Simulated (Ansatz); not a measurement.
Rows from a G0W0 calculation on BiOBr (P4/nmm) (Ansatz 0.2.0; G0W0 on r2SCAN, plane waves, PAW; 4×4×2 mesh, 516 empty bands, screening to 150 eV), in eV. Spin-orbit coupling is left out.

The database entry behind the starting cell differs from later determinations by our own check (0.1 to 0.3 % short, probably kX units), so it need not match the best structure at ambient conditions.

```
row                        k  band   start       Σx  Σc at the solution      Vxc
  A   (0.000, 0.000, -0.500)    v2   6.786  -20.068               2.490  -16.901
  B  (0.000, -0.500, -0.500)    v1   7.219  -21.179               2.273  -18.376
  C   (0.000, 0.000, -0.500)    v1   7.140  -19.937               2.114  -17.097
  D  (0.000, -0.500, -0.500)    c1  12.004  -10.736              -3.712  -14.760
  E   (0.000, 0.000, -0.500)    c2  10.334   -9.276              -3.797  -13.232
  F   (0.000, 0.000, -0.500)    c1   9.896   -9.481              -3.558  -13.227
```

Question: Give the quasiparticle energies and the shift of each level.

The quasiparticle equation reads E = start + Σx + Σc(E) − Vxc.

```csv
row,E (eV),shift (eV)
A,6.108,−0.677
B,6.689,−0.530
C,6.414,−0.726
D,12.316,+0.312
E,10.493,+0.159
F,10.084,+0.188
```

Limits: not at the basis limit; no spin-orbit coupling; coarse k mesh.

[Paths, hosts, dates, memory and timing lines, banners, echoed tables and standing remarks are left out of the program output.]

[Logs are printed without paths, hosts, clocks, repeated set-up lines and the standing remarks that a program may print on its own settings, such as how far it seeks lower states.]

[Runs of the session that timed out or met a known fault of the program may be left out.]

[Cells called generated may have been cut or substituted from an entry of the Crystallography Open Database or the Materials Project.]

[Hosts, paths, dates, database ids (printed as entryN), source tags and the programs' standing remarks are cut or masked in the printed files.]
